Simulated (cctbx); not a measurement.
# A crystallographic session in cctbx: LiCoNi6

Library: cctbx 2025.11. The data are simulated by the first script.

## 1. Simulate the data

run.py:

```python
from cctbx import adptbx, crystal, miller, sgtbx, xray
from cctbx.array_family import flex
from iotbx.shelx import hklf
from scitbx import matrix
import scitbx.random

cs = crystal.symmetry(unit_cell=(3.766, 4.949, 8.241, 90, 90, 90), space_group_symbol='Hall: A 2 -2')  # Amm2
atoms = [  # label, site, U (iso, or U11 U22 U33 U12 U13 U23 in A^2), occupancy
    ("Ni1", (0, 0.5, 0.6644), 0.0050, 1),
    ("Ni2", (0, 0.5, 0.184), 0.0044, 1),
    ("Ni3", (0, 0.7569, 0.913), 0.0059, 1),
    ("Ni4", (0.5, 0.7391, 0.0861), 0.0046, 1),
    ("Co1", (0.5, 0.5, 0.3393), 0.0057, 1),
    ("Li1", (0.5, 0.5, 0.8339), 0.0080, 1),
]
xs = xray.structure(crystal_symmetry=cs)
for label, site, u, occ in atoms:
    u = adptbx.u_cif_as_u_star(cs.unit_cell(), u) if isinstance(u, tuple) else u
    xs.add_scatterer(xray.scatterer(label, site=site, u=u, occupancy=occ))
xs.set_inelastic_form_factors(0.71073, "sasaki")
xs.show_summary()
p1 = xs.expand_to_p1()
ms = miller.build_set(p1, anomalous_flag=True, d_min=0.77)
flex.set_random_seed(566656)
scitbx.random.set_random_seed(566656)
ms = ms.select(flex.random_double(ms.size()) < 0.9)
i = ms.structure_factors_from_scatterers(p1, algorithm="direct").f_calc().as_intensity_array().data()
i = i / flex.sqrt(1 + 0.3 * i / flex.max(i))  # extinction
i = i * 20000 / flex.max(i)
sig = flex.sqrt(i + flex.pow2(0.02 * i) + 8 ** 2)
noise = scitbx.random.variate(scitbx.random.normal_distribution())(i.size())
data = ms.array(data=i + sig * noise, sigmas=sig).set_observation_type_xray_intensity()
with open("data.hkl", "w") as f:
    data.export_as_shelx_hklf(f)
print("reflections written:", data.size(), " <I/sigma> = %.1f" % flex.mean(data.data() / data.sigmas()))
for h, a, b in list(data.sort("data"))[:12]:
    print("%4d%4d%4d %9.1f %7.1f" % (h + (a, b)))
```

```console
$ python run.py
```

```text
Number of scatterers: 6
At special positions: 6
Unit cell: (3.766, 4.949, 8.241, 90, 90, 90)
Space group: A m m 2 (No. 38)
reflections written: 1290  <I/sigma> = 8.6
  -2   0   0   20390.2   424.3
  -1  -2  -2   15673.3   329.3
   1   2  -2   15531.0   329.3
  -1   2   2   15406.5   328.4
  -1   2  -2   15371.9   329.3
   1  -2  -2   15275.4   329.3
   1  -2   2   15138.8   328.4
   1   2   2   15001.5   328.4
  -1  -2   2   14957.7   328.4
   1   0  -4   14381.7   307.4
  -1   0   4   14156.0   308.2
  -1   0  -4   14127.4   307.4
```

Run time: 0.22 s on 1 thread of Arm Neoverse V2, with other jobs on the host, peak memory 0.07 GiB.

## 2. Refinement (refined in the given hand)

run.py:

```python
import math
from cctbx import adptbx, crystal, maptbx, sgtbx, xray
from cctbx.array_family import flex
from cctbx.xray import observations
from iotbx.shelx import hklf
from scitbx.lstbx import normal_eqns_solving
from smtbx import absolute_structure, utils
from smtbx.refinement import constraints, least_squares

cs = crystal.symmetry(unit_cell=(3.766, 4.949, 8.241, 90, 90, 90), space_group_symbol='Hall: A 2 -2')  # Amm2
atoms = [  # label, site, U (iso, or U11 U22 U33 U12 U13 U23 in A^2), occupancy
    ("Ni1", (0, 0.5, 0.6642), 0.0200, 1),
    ("Ni2", (0, 0.5, 0.185), 0.0200, 1),
    ("Ni3", (0, 0.759, 0.9123), 0.0200, 1),
    ("Ni4", (0.5, 0.7396, 0.0898), 0.0200, 1),
    ("Co1", (0.5, 0.5, 0.3386), 0.0200, 1),
    ("Li1", (0.5, 0.5, 0.8367), 0.0200, 1),
]
xs = xray.structure(crystal_symmetry=cs)
for label, site, u, occ in atoms:
    u = adptbx.u_cif_as_u_star(cs.unit_cell(), u) if isinstance(u, tuple) else u
    xs.add_scatterer(xray.scatterer(label, site=site, u=u, occupancy=occ))
xs.set_inelastic_form_factors(0.71073, "sasaki")
xs.convert_to_anisotropic()
raw = hklf.reader(file_name="data.hkl").as_miller_arrays(crystal_symmetry=cs, anomalous=True)[0]
merged = raw.eliminate_sys_absent().merge_equivalents()
fo2 = merged.array().set_observation_type_xray_intensity()
print("Rint %.3f, %d unique reflections to %.2f A" % (merged.r_int(), fo2.size(), fo2.d_min()))
for sc in xs.scatterers():
    sc.flags.set_grad_site(True)
    sc.flags.set_grad_u_aniso(sc.flags.use_u_aniso())
    sc.flags.set_grad_u_iso(sc.flags.use_u_iso())
obs = fo2.as_xray_observations()
extra = {}
rep = constraints.reparametrisation(xs, [], utils.connectivity_table(xs), **extra)
ls = least_squares.crystallographic_ls(obs, rep, weighting_scheme=least_squares.mainstream_shelx_weighting(a=0, b=0))
print("cycle     R1     wR2    GooF  max shift (A)")
for cycle in range(8):
    ls.build_up()
    r1, wr2, goof = ls.r1_factor(cutoff_factor=2)[0], ls.wR2(), ls.goof()
    old = xs.sites_cart()
    normal_eqns_solving.levenberg_marquardt_iterations(ls, n_max_iterations=3, tau=1e-06, step_threshold=1e-7)
    big = flex.max((xs.sites_cart() - old).norms())
    print("%4d %7.4f %7.4f %7.3f %9.5f" % (cycle + 1, r1, wr2, goof, big))
    ls.build_up(objective_only=True)
    if abs(ls.wR2() - wr2) < 5e-5 and big < 5e-4:
        break
ls.build_up()
print("final R1 %.4f wR2 %.4f GooF %.3f  parameters %d  data/parameter %.1f" % (ls.r1_factor(cutoff_factor=2)[0], ls.wR2(), ls.goof(), ls.n_parameters, fo2.size() / ls.n_parameters))
cov = ls.covariance_matrix_and_annotations()
su = dict(zip(cov.annotations, (math.sqrt(max(v, 0)) for v in cov.matrix.matrix_packed_u_diagonal())))
a2 = cs.unit_cell().reciprocal_parameters()[0] ** -2
print("atom        x        y        z      Ueq    occ   su(xyz)  su(Uiso or U11)")
for sc in xs.scatterers():
    s = max(su.get(sc.label + k, 0) for k in (".x", ".y", ".z"))
    npd = "" if sc.is_positive_definite_u(cs.unit_cell()) else "  NPD"
    print("%-5s %8.5f %8.5f %8.5f %8.4f %6.3f %8.5f %7.4f%s" % ((sc.label,) + sc.site + (sc.u_iso_or_equiv(cs.unit_cell()), sc.occupancy, s, su.get(sc.label + ".uiso", su.get(sc.label + ".u11", 0) * a2), npd)))
fc = fo2.structure_factors_from_scatterers(xs, algorithm="direct").f_calc()
absolute_structure.flack_analysis(xs, fo2.as_xray_observations()).show()
h = absolute_structure.hooft_analysis(fo2, fc, scale_factor=ls.scale_factor())
print("Hooft y: %.3f(%.0f)  Bijvoet pairs: %d" % (h.hooft_y, 1000 * h.sigma_y, h.n_bijvoet_pairs))
fo = fo2.f_sq_as_f()
fc = fo.structure_factors_from_scatterers(xs, algorithm="direct").f_calc()
diff = fo.f_obs_minus_f_calc(1 / math.sqrt(ls.scale_factor()), fc).average_bijvoet_mates()
m = diff.fft_map(symmetry_flags=maptbx.use_space_group_symmetry, resolution_factor=0.25).apply_volume_scaling()
print("difference map: max %.2f min %.2f rms %.2f" % (m.statistics().max(), m.statistics().min(), m.statistics().sigma()))
peaks = m.peak_search(parameters=maptbx.peak_search_parameters(min_distance_sym_equiv=0.6, max_clusters=6)).all()
near = xs.closest_distances(peaks.sites(), distance_cutoff=4)
sps = cs.special_position_settings(min_distance_sym_equiv=0.5)
for k, (x, h) in enumerate(zip(peaks.sites(), peaks.heights())):
    ss = sps.site_symmetry(x)
    print("Q%-3d %7.4f %7.4f %7.4f %4d %7.2f  %.2f A from %s" % ((k + 1,) + tuple(t % 1 for t in ss.exact_site()) + (ss.multiplicity(), h, near.smallest_distances[k], xs.scatterers()[near.i_seqs[k]].label)))
```

```console
$ python run.py
```

```text
Rint 0.020, 220 unique reflections to 0.77 A
cycle     R1     wR2    GooF  max shift (A)
   1  0.1315  0.2873  10.349   0.07789
   2  0.0163  0.0367   1.321   0.02618
   3  0.0162  0.0363   1.307   0.00099
   4  0.0162  0.0363   1.306   0.00110
   5  0.0162  0.0363   1.306   0.00037
final R1 0.0162 wR2 0.0363 GooF 1.306  parameters 28  data/parameter 7.9
atom        x        y        z      Ueq    occ   su(xyz)  su(Uiso or U11)
Ni1    0.00000  0.50000  0.66473   0.0036  1.000  0.00021  0.0005
Ni2    0.00000  0.50000  0.18479   0.0044  1.000  0.00023  0.0005
Ni3    0.00000  0.75710  0.91395   0.0049  1.000  0.00020  0.0004
Ni4    0.50000  0.74129  0.08676   0.0040  1.000  0.00062  0.0004
Co1    0.50000  0.50000  0.33991   0.0045  1.000  0.00064  0.0005
Li1    0.50000  0.50000  0.82437   0.0590  1.000  0.00882  0.0122
Flack x: 0.5(4)
Hooft y: -0.239(332)  Bijvoet pairs: 100
difference map: max 0.49 min -0.71 rms 0.18
Q1    0.1392  0.2064  0.0664    8    0.50  1.37 A from Ni3
Q2    0.5000  0.0000  0.7379    2    0.41  0.84 A from Co1
Q3    0.5000  0.2063  0.9297    4    0.40  1.26 A from Co1
Q4    0.5000  0.0805  0.6200    4    0.38  0.84 A from Ni4
Q5    0.1347  0.1142  0.8597    8    0.36  0.93 A from Ni3
Q6    0.0845  0.0000  0.3517    4    0.35  1.41 A from Ni3
```

Time: 0.53 s.

## 3. Refinement

run.py, as its changes from the last script of this kind:

```diff
@@ -12,6 +12,6 @@
-    ("Ni1", (0, 0.5, 0.6642), 0.0200, 1),
-    ("Ni2", (0, 0.5, 0.185), 0.0200, 1),
-    ("Ni3", (0, 0.759, 0.9123), 0.0200, 1),
-    ("Ni4", (0.5, 0.7396, 0.0898), 0.0200, 1),
-    ("Co1", (0.5, 0.5, 0.3386), 0.0200, 1),
-    ("Li1", (0.5, 0.5, 0.8367), 0.0200, 1),
+    ("Ni1", (0, 0.5, 0.33527), 0.0036, 1),
+    ("Ni2", (0, 0.5, 0.81521), 0.0044, 1),
+    ("Ni3", (0, 0.2429, 0.08605), 0.0049, 1),
+    ("Ni4", (0.5, 0.25871, 0.91324), 0.0040, 1),
+    ("Co1", (0.5, 0.5, 0.66009), 0.0045, 1),
+    ("Li1", (0.5, 0.5, 0.17563), 0.0590, 1),
```

```console
$ python run.py
```

```text
Rint 0.020, 220 unique reflections to 0.77 A
cycle     R1     wR2    GooF  max shift (A)
   1  0.0203  0.0465   1.674   0.02095
   2  0.0164  0.0369   1.329   0.00691
   3  0.0164  0.0369   1.328   0.00472
   4  0.0164  0.0369   1.328   0.00386
   5  0.0164  0.0369   1.328   0.00277
   6  0.0163  0.0369   1.327   0.00214
   7  0.0163  0.0369   1.327   0.00184
   8  0.0163  0.0369   1.327   0.00184
final R1 0.0163 wR2 0.0369 GooF 1.327  parameters 28  data/parameter 7.9
atom        x        y        z      Ueq    occ   su(xyz)  su(Uiso or U11)
Ni1    0.00000  0.50000  0.33522   0.0036  1.000  0.00021  0.0005
Ni2    0.00000  0.50000  0.81528   0.0043  1.000  0.00022  0.0005
Ni3    0.00000  0.24294  0.08601   0.0049  1.000  0.00020  0.0004
Ni4    0.50000  0.25841  0.91321   0.0041  1.000  0.00062  0.0004
Co1    0.50000  0.50000  0.66021   0.0043  1.000  0.00066  0.0005
Li1    0.50000  0.50000  0.17017   0.0758  1.000  0.01026  0.0135
Flack x: 0.3(4)
Hooft y: 1.122(343)  Bijvoet pairs: 100
difference map: max 0.50 min -0.79 rms 0.17
Q1    0.1451  0.2126  0.9366    8    0.51  1.36 A from Ni3
Q2    0.5000  0.0000  0.2577    2    0.45  0.80 A from Co1
Q3    0.0000  0.0000  0.6310    2    0.42  1.33 A from Ni3
Q4    0.1260  0.1200  0.1437    8    0.39  0.91 A from Ni3
Q5    0.5000  0.2198  0.0766    4    0.35  1.29 A from Co1
Q6    0.5000  0.0000  0.3873    2    0.35  1.21 A from Ni4
```

Time: 0.68 s.

This run holds a fault made on purpose: the structure inverted.

## 4. Simulate the data

run.py, as its changes from the last script of this kind:

```diff
@@ -20 +20 @@
-xs.set_inelastic_form_factors(0.71073, "sasaki")
+xs.set_inelastic_form_factors(1.54184, "sasaki")
@@ -23,3 +23,3 @@
-ms = miller.build_set(p1, anomalous_flag=True, d_min=0.77)
-flex.set_random_seed(566656)
-scitbx.random.set_random_seed(566656)
+ms = miller.build_set(p1, anomalous_flag=True, d_min=0.83)
+flex.set_random_seed(83390)
+scitbx.random.set_random_seed(83390)
@@ -28,3 +28,3 @@
-i = i / flex.sqrt(1 + 0.3 * i / flex.max(i))  # extinction
-i = i * 20000 / flex.max(i)
-sig = flex.sqrt(i + flex.pow2(0.02 * i) + 8 ** 2)
+i = i / flex.sqrt(1 + 0.1 * i / flex.max(i))  # extinction
+i = i * 70000 / flex.max(i)
+sig = flex.sqrt(i + flex.pow2(0.015 * i) + 8 ** 2)
```

```console
$ python run.py
```

```text
Number of scatterers: 6
At special positions: 6
Unit cell: (3.766, 4.949, 8.241, 90, 90, 90)
Space group: A m m 2 (No. 38)
reflections written: 1023  <I/sigma> = 14.2
  -2   0   0   69739.3  1082.8
   2   0   0   68833.8  1082.8
   1   2   2   54420.5   838.6
   1  -2   2   53692.5   838.6
  -1  -2   2   53581.2   838.6
  -1   2   2   53065.8   838.6
   1  -2  -2   50692.4   790.8
  -1   2  -2   50585.9   790.8
  -1   0  -4   49856.9   782.1
   1   0  -4   49611.6   782.1
   1   2  -2   49410.9   790.8
  -1  -2  -2   49181.1   790.8
```

Time: 0.22 s.

## 5. Refinement (refined in the given hand)

run.py, as its changes from the last script of this kind:

```diff
@@ -12,6 +12,6 @@
-    ("Ni1", (0, 0.5, 0.33527), 0.0036, 1),
-    ("Ni2", (0, 0.5, 0.81521), 0.0044, 1),
-    ("Ni3", (0, 0.2429, 0.08605), 0.0049, 1),
-    ("Ni4", (0.5, 0.25871, 0.91324), 0.0040, 1),
-    ("Co1", (0.5, 0.5, 0.66009), 0.0045, 1),
-    ("Li1", (0.5, 0.5, 0.17563), 0.0590, 1),
+    ("Ni1", (0, 0.5, 0.6716), 0.0200, 1),
+    ("Ni2", (0, 0.5, 0.1815), 0.0200, 1),
+    ("Ni3", (0, 0.7549, 0.9128), 0.0200, 1),
+    ("Ni4", (0.5, 0.7437, 0.0842), 0.0200, 1),
+    ("Co1", (0.5, 0.5, 0.3398), 0.0200, 1),
+    ("Li1", (0.5, 0.5, 0.8358), 0.0200, 1),
@@ -23 +23 @@
-xs.set_inelastic_form_factors(0.71073, "sasaki")
+xs.set_inelastic_form_factors(1.54184, "sasaki")
```

```console
$ python run.py
```

```text
Rint 0.013, 179 unique reflections to 0.83 A
cycle     R1     wR2    GooF  max shift (A)
   1  0.1213  0.2812  15.611   0.05375
   2  0.0091  0.0211   1.170   0.00024
final R1 0.0091 wR2 0.0211 GooF 1.170  parameters 28  data/parameter 6.4
atom        x        y        z      Ueq    occ   su(xyz)  su(Uiso or U11)
Ni1    0.00000  0.50000  0.66507   0.0049  1.000  0.00009  0.0003
Ni2    0.00000  0.50000  0.18464   0.0040  1.000  0.00009  0.0003
Ni3    0.00000  0.75672  0.91363   0.0058  1.000  0.00011  0.0003
Ni4    0.50000  0.73878  0.08672   0.0044  1.000  0.00024  0.0003
Co1    0.50000  0.50000  0.33984   0.0056  1.000  0.00015  0.0003
Li1    0.50000  0.50000  0.83670   0.0122  1.000  0.00260  0.0034
Flack x: -0.003(4)
Hooft y: -0.003(5)  Bijvoet pairs: 82
difference map: max 0.20 min -0.29 rms 0.08
Q1    0.0812  0.0000  0.8499    4    0.20  1.35 A from Ni3
Q2    0.3064  0.1193  0.4465    8    0.19  1.30 A from Li1
Q3    0.1815  0.0000  0.2965    4    0.18  1.24 A from Li1
Q4    0.3466  0.0882  0.1968    8    0.16  1.36 A from Li1
Q5    0.2000  0.1250  0.8250    8    0.15  1.20 A from Ni3
Q6    0.2545  0.1333  0.3199    8    0.15  1.14 A from Li1
```

Time: 0.48 s.

## 6. Simulate the data

run.py, as its changes from the last script of this kind:

```diff
@@ -20 +20 @@
-xs.set_inelastic_form_factors(1.54184, "sasaki")
+xs.set_inelastic_form_factors(0.6889, "sasaki")
@@ -23,3 +23,3 @@
-ms = miller.build_set(p1, anomalous_flag=True, d_min=0.83)
-flex.set_random_seed(83390)
-scitbx.random.set_random_seed(83390)
+ms = miller.build_set(p1, anomalous_flag=True, d_min=0.8)
+flex.set_random_seed(619076)
+scitbx.random.set_random_seed(619076)
@@ -27,0 +28,4 @@
+law = matrix.sqr((-1, 0, 0, 0, -1, 0, 0, 0, -1))
+mate = flex.miller_index([tuple(matrix.row(h) * law) for h in ms.indices()])
+i2 = ms.customized_copy(indices=mate).structure_factors_from_scatterers(p1, algorithm="direct").f_calc().as_intensity_array().data()
+i = (1 - 0.15) * i + 0.15 * i2
@@ -29,2 +33,2 @@
-i = i * 70000 / flex.max(i)
-sig = flex.sqrt(i + flex.pow2(0.015 * i) + 8 ** 2)
+i = i * 40000 / flex.max(i)
+sig = flex.sqrt(i + flex.pow2(0.06 * i) + 4 ** 2)
```

```console
$ python run.py
```

```text
Number of scatterers: 6
At special positions: 6
Unit cell: (3.766, 4.949, 8.241, 90, 90, 90)
Space group: A m m 2 (No. 38)
reflections written: 1159  <I/sigma> = 6.3
  -2   0   0   39888.1  2408.3
   1  -2   2   31616.5  1800.1
   1   2   2   31425.2  1800.1
  -1   2   2   30470.7  1800.1
   1   2  -2   30395.4  1803.8
  -1   2  -2   29874.6  1803.8
  -1   0  -4   29328.3  1669.5
  -1  -2   2   28096.4  1800.1
  -1  -2  -2   27804.0  1803.8
   1  -2  -2   27781.5  1803.8
  -1   0   4   27147.9  1673.1
   1   0  -4   26786.7  1669.5
```

It took 0.24 s on 1 thread of Arm Neoverse V2, on a shared host, peak memory 0.07 GiB.

[Logs are printed without paths, hosts, clocks, repeated set-up lines and the standing remarks that a program may print on its own settings, such as how far it seeks lower states.]
